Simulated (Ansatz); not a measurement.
**What KVSe3 in P4mm, a phase reached by a soft mode distorts into**

Aim: this structure of KVSe3 in P4mm, a phase reached by a soft mode is to be tested for unstable modes, and one is followed downhill.

Method: DFT PBEsol, scalar-relativistic, plane waves, PAW; PAW set soft_1, in Ansatz 0.2.0.

The structure was built from a prototype and need not be the compound's stable phase.

**1. Starting point**

The structure is tetragonal, space group P4mm (No. 99). Conventional cell: a = 4.664 Å, b = 4.664 Å, c = 5.662 Å, α = 90.00°, β = 90.00°, γ = 90.00°. Nearest to K lie 12 Se at 3.30 to 3.69 Å. V has 5 Se at 2.19 to 2.44 Å nearest. Nearest to Se lie 2 V at 2.44 Å and 4 K at 3.65 to 3.69 Å. Se has 1 V at 2.19 Å and 4 K at 3.30 Å nearest. Farther neighbours and most contacts between anions are not listed.

Structure file:

```cif
data_structure
_symmetry_space_group_name_H-M 'P 1'
_symmetry_Int_Tables_number 1
_cell_length_a 4.6637
_cell_length_b 4.6637
_cell_length_c 5.6622
_cell_angle_alpha 90.000
_cell_angle_beta 90.000
_cell_angle_gamma 90.000
_cell_volume 123.15
loop_
_atom_site_label
_atom_site_type_symbol
_atom_site_fract_x
_atom_site_fract_y
_atom_site_fract_z
_atom_site_occupancy
K1 K 0.00000 0.00000 0.97971 1
V2 V 0.50000 0.50000 0.60018 1
Se3 Se 0.50000 0.00000 0.47546 1
Se4 Se 0.50000 0.50000 0.98779 1
Se5 Se 0.00000 0.50000 0.47546 1
```

**2. Zone-centre response**

This phase was reached earlier by freezing in an unstable mode of a structure of higher symmetry and relaxing. Its zone-centre modes can show that it is still unstable.

input.yaml

```yaml
crystal:
  lattice:
    - [4.6636674864, 0.0, 0.0]
    - [0.0, 4.6636674864, 0.0]
    - [0.0, 0.0, 5.6622121893]
  atoms:
    - { symbol: K, position: [0.0, 0.0, 0.9797117282] }
    - { symbol: V, position: [0.5, 0.5, 0.6001800971] }
    - { symbol: Se, position: [0.5, 0.0, 0.4754561654] }
    - { symbol: Se, position: [0.5, 0.5, 0.9877865941] }
    - { symbol: Se, position: [0.0, 0.5, 0.4754561654] }
kpoints:
  mp_grid: { grid: [8, 8, 6] }
hamiltonian:
  xc: pbesol
  pseudopotentials: { kind: paw, azcp: { folder: soft_1 }, xc_functional: pbe }
scf:
  occupations: { method: methfessel_paxton, width: 0.2 }
output:
  eigenvalues: true
phonons:
  method: dfpt
```

Command:

```console
$ ansatz run input.yaml --threads 8 --pin off --max-ram 16384MiB --backend cpu --events-out ev --progress --plain --runs-dir out
```

Numbers of over 12 decimals in the logs are rounded to 6 here.

Log:

```text
zone centre: on kpoints.mp_grid the ground state, and the responses unless they are solved on pairs of k-points, stand on 100 of the mesh's 384 k-points, reduced under 4 symmetry operations, with k and −k counted as one. Each operation leaves every solved displacement unchanged or reverses it
Engine: ansatz 0.2.0, aarch64-unknown-linux-gnu
Pseudopotentials: kind: paw
Pseudopotential: K, paw, valence charge 9, recommended cutoff 420 eV (normal), soft_1/K.paw.azcp
Pseudopotential: V, paw, valence charge 13, recommended cutoff 420 eV (normal), soft_1/V.paw.azcp
Pseudopotential: Se, paw, valence charge 16, recommended cutoff 420 eV (normal), soft_1/Se.paw.azcp
Functional definition: PBEsol
  exchange = pbesol_x
  correlation = pbesol_c
Crystal: 5 atoms, lattice volume = 123.152 Å³
Basis set: ecut = 420 eV, 2411 PW (Γ), exchange–correlation on 64×64×80 points (8 copies of the dense FFT grid, shifted against one another)
Bands: 42, of which v1, the nominal top of the filled ones, is band 35 counted from 1 (34 counted from 0)
Symmetry: 8 space group operations
k-points: 100 of 384 (irreducible under 4 space group operations, time reversal used)
Non-local potential: K, projectors of the file, l = 0: 3, l = 1: 2, l = 2: 2
Non-local potential: V, projectors of the file, l = 0: 3, l = 1: 2, l = 2: 3, l = 3: 1
Non-local potential: Se, projectors of the file, l = 0: 2, l = 1: 2, l = 2: 3, l = 3: 1
PAW form: soft (Blöchl's): semilocal exchange-correlation on the pseudo side does not see the compensation charge
PAW frozen core: K, regenerated for the run's functional, and the local potential with it (the file was generated under x = pbe(κ = 0.804, μ = 0.219515), c = pbe(β = 0.066725))
PAW frozen core: V, regenerated for the run's functional, and the local potential with it (the file was generated under x = pbe(κ = 0.804, μ = 0.219515), c = pbe(β = 0.066725))
PAW frozen core: Se, regenerated for the run's functional, and the local potential with it (the file was generated under x = pbe(κ = 0.804, μ = 0.219515), c = pbe(β = 0.066725))
PAW one-centre angular grid: K, 110 points (default); XC on 64 Gauss nodes
PAW one-centre angular grid: V, 590 points (default); XC on 64 Gauss nodes
PAW one-centre angular grid: Se, 590 points (default); XC on 64 Gauss nodes
Initial density: superposition of atomic densities (chi_scale 0.1, normalization cell, long waves kept (reshape's long-wave potential 0.01 eV rms))
Initial wavefunctions: pseudopotential atomic-orbital guess
Functional: x = pbesol(κ = 0.804, μ = 0.123457), c = pbesol(β = 0.046)
SCF iter   1: F=—  HF=-20683.751415 eV  |F-HF|=—  |Δ(HF+E_count)|=         —  Δρ=2.09e-1  dr2=9.56e1  ethr=3.10e-3  ⟨swp⟩=7.3  Hψ=15843  notcnv=0
preconditioner: auto → Kerker (q_TF=auto, 2.483 Å⁻¹)  [metal: Δε(μ)=0.017 eV  Ē_g=9.281 eV  σ=0.200 eV  W_gap=0.07  n_scr=28 (ndim 8)  ℏωp=18.3 eV  f_vac=0.001  D(μ)=4.62/eV (n_scr^D=36)]
SCF iter   2: F=—  HF=-20678.787237 eV  |F-HF|=—  |Δ(HF+E_count)|=    4.96e0  S|Δr|=    0.00e0  Δρ=7.80e-2  dr2=1.62e1  ethr=3.10e-3  ⟨swp⟩=3.0  Hψ=7421  notcnv=0  defer=68
SCF iter   3: F=—  HF=-20677.393942 eV  |F-HF|=—  |Δ(HF+E_count)|=    1.39e0  S|Δr|=    0.00e0  Δρ=1.20e-2  dr2=4.00e-1  ethr=3.10e-3  ⟨swp⟩=2.9  Hψ=6411  notcnv=0  defer=68
SCF iter   4: F=—  HF=-20677.323346 eV  |F-HF|=—  |Δ(HF+E_count)|=   7.06e-2  S|Δr|=    0.00e0  Δρ=5.61e-3  dr2=1.11e-1  ethr=5.72e-4  ⟨swp⟩=2.5  Hψ=5558  notcnv=0  defer=31
SCF iter   5: F=—  HF=-20677.296057 eV  |F-HF|=—  |Δ(HF+E_count)|=   2.73e-2  S|Δr|=    0.00e0  Δρ=2.51e-3  dr2=2.48e-2  ethr=1.58e-4  ⟨swp⟩=2.0  Hψ=5255  notcnv=0  defer=31
SCF iter   6: F=—  HF=-20677.290543 eV  |F-HF|=—  |Δ(HF+E_count)|=   5.51e-3  S|Δr|=    0.00e0  Δρ=1.14e-3  dr2=3.37e-3  ethr=3.54e-5  ⟨swp⟩=2.1  Hψ=5605  notcnv=0  defer=29
SCF iter   7: F=—  HF=-20677.289810 eV  |F-HF|=—  |Δ(HF+E_count)|=   7.33e-4  S|Δr|=    0.00e0  Δρ=3.74e-4  dr2=4.70e-4  ethr=4.81e-6  ⟨swp⟩=2.0  Hψ=7091  notcnv=0  defer=29
SCF iter   8: F=—  HF=-20677.289631 eV  |F-HF|=—  |Δ(HF+E_count)|=   1.79e-4  S|Δr|=    0.00e0  Δρ=2.11e-4  dr2=1.21e-4  ethr=6.71e-7  ⟨swp⟩=2.0  Hψ=7471  notcnv=0  defer=29
SCF iter   9: F=—  HF=-20677.289636 eV  |F-HF|=—  |Δ(HF+E_count)|=   4.70e-6  S|Δr|=    0.00e0  Δρ=8.13e-5  dr2=1.74e-5  ethr=1.73e-7  ⟨swp⟩=2.0  Hψ=7248  notcnv=0  defer=29
SCF iter  10: F=—  HF=-20677.289640 eV  |F-HF|=—  |Δ(HF+E_count)|=   4.14e-6  S|Δr|=    0.00e0  Δρ=2.89e-5  dr2=1.63e-6  ethr=2.48e-8  ⟨swp⟩=2.0  Hψ=7583  notcnv=0  defer=29
SCF iter  11: F=—  HF=-20677.289640 eV  |F-HF|=—  |Δ(HF+E_count)|=   6.50e-7  S|Δr|=    0.00e0  Δρ=1.12e-5  dr2=2.74e-7  ethr=2.32e-9  ⟨swp⟩=2.0  Hψ=7599  notcnv=0  defer=29
SCF iter  12: F=—  HF=-20677.289640 eV  |F-HF|=—  |Δ(HF+E_count)|=   5.13e-8  S|Δr|=    0.00e0  Δρ=6.29e-6  dr2=1.15e-7  ethr=3.91e-10  ⟨swp⟩=2.0  Hψ=7536  notcnv=0  defer=29
SCF iter  13: F=—  HF=-20677.289640 eV  |F-HF|=—  |Δ(HF+E_count)|=   1.19e-8  S|Δr|=    0.00e0  Δρ=3.04e-6  dr2=2.84e-8  ethr=1.65e-10  ⟨swp⟩=2.0  Hψ=7451  notcnv=0  defer=29
SCF iter  14: F=—  HF=-20677.289640 eV  |F-HF|=—  |Δ(HF+E_count)|=   2.66e-9  S|Δr|=    0.00e0  Δρ=1.40e-6  dr2=4.37e-9  ethr=4.06e-11  ⟨swp⟩=2.0  Hψ=5629  notcnv=0  defer=29
SCF iter  15: F=—  HF=-20677.289640 eV  |F-HF|=—  |Δ(HF+E_count)|=  3.64e-12  S|Δr|=    0.00e0  Δρ=5.70e-7  dr2=6.28e-10  ethr=6.25e-12  ⟨swp⟩=2.0  Hψ=5642  notcnv=0  defer=29
SCF iter  16: F=—  HF=-20677.289640 eV  |F-HF|=—  |Δ(HF+E_count)|=  9.09e-11  S|Δr|=    0.00e0  Δρ=2.69e-7  dr2=1.32e-10  ethr=1.00e-12  ⟨swp⟩=2.0  Hψ=7283  notcnv=0  defer=29
SCF iter  17: F=—  HF=-20677.289640 eV  |F-HF|=—  |Δ(HF+E_count)|=  2.91e-11  S|Δr|=    0.00e0  Δρ=1.07e-7  dr2=3.42e-11  ethr=1.00e-12  ⟨swp⟩=2.0  Hψ=5457  notcnv=0  defer=29
SCF iter  18: F=-20677.289640 eV  HF=-20677.289640 eV  |F-HF|=1.09e-11  |Δ(HF+E_count)|=  7.28e-12  S|Δr|=    0.00e0  Δρ=6.17e-8  dr2=6.92e-12  ethr=1.00e-12  ⟨swp⟩=8.0  Hψ=20711  notcnv=0
SCF 1 converged in 18 iterations: F = -20677.289640 eV  dr2 = 6.92e-12
  greatest PAW one-centre occupation: 1.000 electrons in one spin orbital (limit 2), on the Se atom at site 4 (counted from 0), in its partial waves of l = 2
DFPT response loops at Γ: preconditioner auto → Kerker (q_TF=auto, 2.483 Å⁻¹) (partly filled bands, converged f_vac=0.034); β = 1.00, the filter's whole step (`scf.mixing.beta` (0.50) is not read by the response loops under this deck's `scf.mixing.preconditioner`; to damp them name `kerker` or `kerker_dos`, under which they read `scf.mixing.beta`, and type it under 1.00, their step now; both keys bind the ground state too); Broyden in place of MSR1
SCF converged after 18 iterations
Stability not checked: this state was not tested for a lower state beside it, because cold or Methfessel-Paxton smearing, or corrected tetrahedra, fill the levels in a way that the test cannot read (fill_not_monotonic; see scf.lower_state_search)
Free energy (F): -20677.289640 eV
Harris-Foulkes:  -20677.289640 eV  (|F-HF|=1.09e-11)
Internal energy: -20677.303335 eV  (E = F + TS)
E sigma→0 (E₀):  -20677.293064 eV
Entropy (-TS):   0.013694 eV (2.739 meV/atom)
Fermi energy:    7.661354 eV
--- Per-component energies (eV) ---
  E_band       = -1523.503663
  E_kinetic    = 882.627962
  E_local      = -10690.696798  (includes V_loc(G=0)·N_el)
  E_nonlocal   = -961.736534
  E_hartree    = 5317.891149
  E_xc         = -501.150430
  E_vxc        = -579.542531  (∫ρ·V_xc dr)
  E_paw        = -8120.090444  (= ΣΔE_a)
  E_vpaw       = -809.938077  (= ΣTr[D̂ρ^β])
  E_aug_tail   = -0.000039  (compensation charges beyond the density's cutoff)
  E_ewald      = -6607.431122
  E_core_change = 3.282920  (= ΣΔE_core)
  E_smearing   = 0.013694  (= −TS)
  E_closure    = 0.000000  (closes the sum)
  Σ components = -20677.289640   (vs F -20677.289640, Δ=0.00e0)
--- Band table (eV; the first three rows and the last of 100) ---
  k-point 0: bands = [... 31 lower, 5.4770, 5.7221, 6.9021, 7.1749, 7.1749, 8.9836, 8.9836, 9.1565, ... 3 higher]
  k-point 1: bands = [... 31 lower, 5.3402, 5.6636, 6.9048, 7.1848, 7.1848, 8.9482, 8.9482, 9.1107, ... 3 higher]
  k-point 2: bands = [... 31 lower, 5.2040, 5.5527, 6.9102, 7.2092, 7.2092, 8.8762, 8.8762, 9.0437, ... 3 higher]
  k-point 99: bands = [... 31 lower, 4.4819, 7.1425, 7.1425, 7.8298, 7.8298, 8.1137, 8.7444, 9.1448, ... 3 higher]
--- Phonons (Γ-DFPT): 9 representative perturbations + reference, on 100 of 384 k-points (Σ response iterations 29) ---
  k mesh reduced under 4 symmetry operations, with k and −k counted as one. Each operation leaves every solved displacement unchanged or reverses it
  ASR residual: 4.449e-5 → 0.000e0 eV/Å²; symmetrization residual: 6.622e-6 eV/Å²
  ASR residual per site (eV/Å²): 4.40e-6 2.98e-5 4.45e-5 1.12e-5 4.45e-5
  Γ frequencies (cm⁻¹): -77.38 -77.38 0.00 0.00 0.00 63.64 71.40 86.28 86.28 133.00 133.40 133.40 229.52 229.52 375.93
  non-analytic LO–TO correction: not included (Born effective charges unavailable; polar crystals: no LO–TO splitting at Γ)
```

It took 76 s on 8 threads of Arm Neoverse V2, shared host; peak memory 2 GiB; 9.3 min of CPU time.

The column dr2 measures how far the density is from self-consistency, as an energy; F and HF (Harris–Foulkes) agree once it is small.

Numbers from this step:

```
volume per atom                                         : 24.63 Å³
gap on the k-mesh                                       : 0 eV
sum-rule residual before enforcement                    : 4.45e-5 eV/Å²
point group                                             : 4mm
highest optical mode at the zone centre (no LO-TO term) : 375.9 cm⁻¹
lowest optical zone-centre mode                         : -77.38 cm⁻¹
```

Patterns of degenerate modes are one choice out of their space. Modes at Γ, with each element's share of the kinetic energy (negative means imaginary):

```
mode  frequency (cm⁻¹)  symmetry  K %  V %  Se %
   1             -77.4         E    1   28    71
   2             -77.4         E    1   28    71
   3               0.0  acoustic   12   16    72
   4               0.0  acoustic   12   16    72
   5               0.0  acoustic   12   16    72
   6              63.6        A1   88    3    10
   7              71.4        B1    0    0   100
   8              86.3         E   30   23    48
   9              86.3         E   30   23    48
  10             133.0        A1    0   19    81
  11             133.4         E   57    1    41
  12             133.4         E   57    1    41
  13             229.5         E    0   32    68
  14             229.5         E    0   32    68
  15             375.9        A1    0   63    37
```

Displacements in mode 1 (-77.4 cm⁻¹), the largest set to 1:
```
K1  -0.17  0.01  0.00
V2  -0.82  0.04  0.00
Se3  1.00  0.00  0.00
Se4 -0.30  0.01  0.00
Se5 -0.08 -0.05  0.00
```

Displacements in mode 9 (86.3 cm⁻¹), the largest set to 1:
```
K1   1.00  0.04  0.00
V2  -0.76 -0.03  0.00
Se3 -0.16 -0.02  0.00
Se4  0.70  0.03  0.00
Se5 -0.54 -0.01  0.00
```

Before it was imposed, the acoustic sum rule was missed by 4.4e-5 eV/Å². Small misses are needed for a sound result but don't prove that mesh and cutoff are converged. The lowest optical mode is imaginary, 77.4i cm⁻¹, so the energy falls along it.

**3. The mode frozen in, largest atomic shift 0 Å**

The mode followed lies at Γ with frequency 77.4i cm⁻¹ and is 2-fold degenerate, the softest among the wavevectors solved. At small amplitude the distorted cell has space group no. 8 by a symmetry search on the positions. The undistorted cell that holds it gives the zero of energy on the same k mesh.

Changes to input.yaml since step 2:

```diff
@@ -19,4 +19,4 @@
 output:
+  forces: true
+  stress: true
   eigenvalues: true
-phonons:
-  method: dfpt
```

Log:

```text
[...]
Crystal: 5 atoms, lattice volume = 123.152 Å³
Basis set: ecut = 420 eV, 2411 PW (Γ), exchange–correlation on 64×64×80 points (8 copies of the dense FFT grid, shifted against one another)
Bands: 42, of which v1, the nominal top of the filled ones, is band 35 counted from 1 (34 counted from 0)
Symmetry: 8 space group operations
[...]
k-points: 60 of 384 (time reversal used)
[...]
k-point 0: bands = [... 31 lower, 5.4770, 5.7221, 6.9021, 7.1749, 7.1749, 8.9836, 8.9836, 9.1565, ... 3 higher]
  k-point 1: bands = [... 31 lower, 5.3402, 5.6636, 6.9048, 7.1848, 7.1848, 8.9482, 8.9482, 9.1107, ... 3 higher]
  k-point 2: bands = [... 31 lower, 5.2040, 5.5527, 6.9102, 7.2092, 7.2092, 8.8761, 8.8761, 9.0437, ... 3 higher]
  k-point 59: bands = [... 31 lower, 4.4819, 7.1425, 7.1425, 7.8298, 7.8298, 8.1137, 8.7445, 9.1448, ... 3 higher]
[key lines of the parts left out:]
SCF converged after 13 iterations
Free energy (F): -20677.289640 eV
Fermi energy:    7.661351 eV
P = ⅓ Tr σ = -0.0019 GPa (-0.019 kbar)
```

Run time: 5 s. Hardware: 8 threads; peak memory 0.61 GiB; 38 s of CPU time.

This step gave:

- pressure: -0.001887 GPa
- energy from the undistorted cell: 0 meV/atom

The run ends at a pressure of 0.00 GPa, with forces up to 5.3e-4 eV/Å.

**4. The mode frozen in, largest atomic shift 0.14 Å**

The atoms are moved along the unstable eigenvector, the largest shift by 0.14 Å, with the cell fixed.

input.yaml, the sections that differ from step 3:

```yaml
crystal:
  lattice:
    - [4.6636674864, 0.0, 0.0]
    - [0.0, 4.6636674864, 0.0]
    - [0.0, 0.0, 5.6622121893]
  atoms:
    - { symbol: K, position: [0.0044995867, 0.0044995867, 0.9797117282] }
    - { symbol: V, position: [0.5212268455, 0.5212268455, 0.6001800971] }
    - { symbol: Se, position: [0.4742700988, 0.0021505062, 0.4754561654] }
    - { symbol: Se, position: [0.507658949, 0.507658949, 0.9877865941] }
    - { symbol: Se, position: [0.0021505062, 0.4742700988, 0.4754561654] }
# kpoints, hamiltonian, scf, output: as in step 3
```

Log:

```text
[...]
Crystal: 5 atoms, lattice volume = 123.152 Å³
Basis set: ecut = 420 eV, 2411 PW (Γ), exchange–correlation on 64×64×80 points (8 copies of the dense FFT grid, shifted against one another)
Bands: 42, of which v1, the nominal top of the filled ones, is band 35 counted from 1 (34 counted from 0)
Symmetry: 2 space group operations
[...]
k-points: 114 of 384 (time reversal used)
[...]
k-point 0: bands = [... 31 lower, 5.5047, 5.7131, 6.5027, 7.0843, 7.4733, 9.0357, 9.0766, 9.3067, ... 3 higher]
  k-point 1: bands = [... 31 lower, 5.3687, 5.6604, 6.4997, 7.1004, 7.4988, 8.9727, 9.0333, 9.2897, ... 3 higher]
  k-point 2: bands = [... 31 lower, 5.2459, 5.5605, 6.4952, 7.1355, 7.5595, 8.8679, 8.9523, 9.2569, ... 3 higher]
  k-point 113: bands = [... 31 lower, 4.5963, 6.9952, 7.1709, 7.8450, 7.8526, 8.1758, 8.7113, 9.1958, ... 3 higher]
[key lines of the parts left out:]
SCF converged after 12 iterations
Free energy (F): -20677.313644 eV
Fermi energy:    7.705321 eV
P = ⅓ Tr σ = 0.0523 GPa (0.523 kbar)
```

It took 8.2 s on 8 threads; peak memory 0.77 GiB; 62 s of CPU time.

This step gave:

| Item | Value |
| --- | --- |
| pressure | 0.05231 GPa |
| energy from the undistorted cell | -4.213 meV/atom |

The energy, extrapolated to zero smearing, is -4.21 meV/atom against the undistorted cell.

The run ends at a pressure of 0.05 GPa, with forces up to 0.100 eV/Å.

**5. Energy along the mode, all amplitudes (two of the runs are shown above)**

An imaginary frequency means negative curvature, so the energy should fall and then rise again as anharmonic terms take over.

This step gave:

```yaml
depth_at_the_lowest_point_sampled: 4.213 meV/atom
largest_atomic_shift_at_that_point: 0.14 Å
```

Energy from the parent against largest atomic shift:

```
largest atomic shift (Å)  energy from the parent (meV/atom)
                   0.000                                  0
                   0.040                             -0.535
                   0.080                              -1.97
                   0.140                              -4.21
                   0.220                              -3.41
                   0.320                               16.1
```

Displacement at unit largest shift by atom:

```
atom   x (Å)   y (Å)  z (Å)   size
  K1   0.150   0.150  0.000  0.212
  V2   0.707   0.707  0.000  1.000
 Se3  -0.857   0.072  0.000  0.860
 Se4   0.255   0.255  0.000  0.361
 Se5   0.072  -0.857  0.000  0.860
```

The lowest of the steps tried is at 0.14 Å, 4.21 meV/atom below the parent; the bottom of the well need not coincide with a step.

[end of part 1 of 2]

[Logs are printed without paths, hosts, clocks, repeated set-up lines and the standing remarks that a program may print on its own settings, such as how far it seeks lower states.]

[Hosts, paths, dates, database ids (printed as entryN), source tags and the programs' standing remarks are cut or masked in the printed files.]
